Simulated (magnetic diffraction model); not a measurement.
**Which magnetic order? Ce₂Sb₅Ir₆Pb**

Space group Pmmn (no. 59, origin choice 1), a = 4.3790 Å, b = 13.2970 Å, c = 9.7960 Å.

```
site  atom    x       y       z
  2a    Pb  1/2     1/2  0.7612
  2b    Ir    0     1/2  0.4785
  4e    Ir  1/2  0.1815  0.3983
  2b    Ir    0     1/2  0.0158
  4e    Ir  1/2  0.3354  0.0109
  4e    Ce  1/2  0.1815  0.7512
  2a    Sb  1/2     1/2  0.1697
  4e    Sb  1/2  0.1640  0.1398
  4e    Sb  1/2  0.3710  0.4768
```

The compound is invented for this exercise: a known structure type with other elements, its cell scaled to their sizes and not relaxed.

Only Ce is taken to order (form factors of Ce3+); orders and moment sizes are assumed, and not adapted to the symmetry. Radiation: neutrons of λ = 1.909 Å (absorption by Ir left out), 8° to 40°; isotropic B of 0.28 Å² (Pb), 0.33 Å² (Ir), 0.27 Å² (Ce) and 0.36 Å² (Sb). The intensities are simulated: I ∝ L Σ (|F_N|² + |F_M⊥|²) for unpolarised neutrons, with F_M = 2.695 fm/μB × Σ f(s) S exp(2πi Q·r) exp(−B s²) at Q = H ± k (one set where k and −k are equivalent), only the part normal to Q counting and L = 1/(sin²θ cos θ). For collinear order S is the moment m, which repeats by lattice and centring translations R with the sign exp(−2πi k·R). Form factors are spin-only for 3d ions and dipole or tabulated for f ions, scattering lengths are Sears's of 1992, and absorption is left out. A label names one of the reflections at its angle. The strongest nuclear line in the range is 100, and lines under 0.2 are left out.

Above the ordering temperature:

| 2θ (°) | index | I |
| --- | --- | --- |
| 11.18 | (0 0 1) | 4.6 |
| 13.90 | (0 1 1) | 14.8 |
| 19.98 | (0 2 1) | 0.5 |
| 22.48 | (0 0 2) | 100.0 |
| 23.97 | (0 1 2) | 3.5 |
| 26.53 | (1 1 0) | 4.9 |
| 27.34 | (0 3 1) | 5.2 |
| 27.63 | (1 0 1) | 6.6 |
| 28.87 | (1 1 1) | 20.6 |
| 32.35 | (1 2 1) | 31.7 |
| 33.37 | (0 4 0) | 0.3 |
| 33.77 | (0 3 2) | 3.3 |
| 34.00 | (1 0 2) | 2.5 |
| 35.03 | (0 1 3) | 3.0 |
| 35.04 | (1 1 2) | 21.7 |
| 35.69 | (1 3 0) | 1.7 |
| 37.51 | (1 3 1) | 44.4 |
| 38.01 | (0 2 3) | 16.9 |
| 38.02 | (1 2 2) | 15.3 |

Below it (cell unchanged):

| 2θ (°) | I |
| --- | --- |
| 11.18 | 4.6 |
| 13.90 | 14.8 |
| 14.32 | 2.0 |
| 18.50 | 2.6 |
| 19.98 | 0.5 |
| 21.42 | 2.4 |
| 22.48 | 100.0 |
| 23.97 | 3.5 |
| 24.45 | 2.0 |
| 24.89 | 1.9 |
| 26.53 | 4.9 |
| 27.34 | 5.2 |
| 27.63 | 6.6 |
| 28.87 | 20.6 |
| 29.64 | 1.5 |
| 31.24 | 1.3 |
| 32.30 | 1.3 |
| 32.35 | 31.7 |
| 33.37 | 0.3 |
| 33.45 | 1.2 |
| 33.77 | 3.3 |
| 34.00 | 2.5 |
| 35.03 | 3.0 |
| 35.04 | 21.7 |
| 35.69 | 1.7 |
| 36.17 | 1.0 |
| 37.51 | 44.4 |
| 37.52 | 0.9 |
| 38.01 | 16.9 |
| 38.02 | 15.3 |

**Question.** Find the propagation vector, then choose among these models:
A. collinear moments along [001], 1.2 μB on Ce; signs + at (1/2, 0.1815, 0.7512), − at (1/2, 0.8185, 0.7512), − at (0, 0.6815, 0.2488), + at (0, 0.3185, 0.2488)
B. collinear moments along [100], 1.2 μB on Ce; signs + at (1/2, 0.1815, 0.7512), + at (1/2, 0.8185, 0.7512), + at (0, 0.6815, 0.2488), + at (0, 0.3185, 0.2488)
C. collinear moments along [001], 1.2 μB on Ce; signs + at (1/2, 0.1815, 0.7512), + at (1/2, 0.8185, 0.7512), + at (0, 0.6815, 0.2488), + at (0, 0.3185, 0.2488)
D. collinear moments along [100], 1.2 μB on Ce; signs + at (1/2, 0.1815, 0.7512), − at (1/2, 0.8185, 0.7512), − at (0, 0.6815, 0.2488), + at (0, 0.3185, 0.2488)

The new lines index as (1/2 1/2 1/2) at 14.32°, (1/2 3/2 1/2) at 18.50°, (1/2 1/2 3/2) at 21.42° and (1/2 3/2 3/2) at 24.45°, that is as H ± k with k = (1/2 1/2 1/2). Half indices mean that the moments reverse under translations with k·R a half-integer, and the magnetic cell has twice the primitive volume.

Magnetic intensity, observed (below minus above) and for each model:

| 2θ (°) | index | observed | A | B | C | D |
| --- | --- | --- | --- | --- | --- | --- |
| 14.32 | (1/2 1/2 1/2) | 2.0 | 7.0 | 2.0 | 7.0 | 2.0 |
| 18.50 | (1/2 3/2 1/2) | 2.6 | 4.5 | 2.6 | 4.5 | 2.6 |
| 21.42 | (1/2 1/2 3/2) | 2.4 | 1.4 | 2.4 | 1.4 | 2.4 |
| 24.45 | (1/2 3/2 3/2) | 2.0 | 1.4 | 2.0 | 1.4 | 2.0 |
| 24.89 | (1/2 5/2 1/2) | 1.9 | 2.5 | 1.9 | 2.5 | 1.9 |
| 31.24 | (1/2 1/2 5/2) | 1.3 | 0.3 | 1.3 | 0.3 | 1.3 |
| 33.45 | (1/2 3/2 5/2) | 1.2 | 0.4 | 1.2 | 0.4 | 1.2 |
| 38.84 | (3/2 1/2 1/2) | <0.2 | 1.0 | <0.2 | 1.0 | <0.2 |

Models B and D match alike on every line, so these data can't choose among them (such ties are often domains of one structure).

The structure used: k = (1/2 1/2 1/2), collinear moments along [100], 1.2 μB on Ce; signs + at (1/2, 0.1815, 0.7512), − at (1/2, 0.8185, 0.7512), − at (0, 0.6815, 0.2488), + at (0, 0.3185, 0.2488).

[Logs are printed without paths, hosts, clocks, repeated set-up lines and the standing remarks that a program may print on its own settings, such as how far it seeks lower states.]
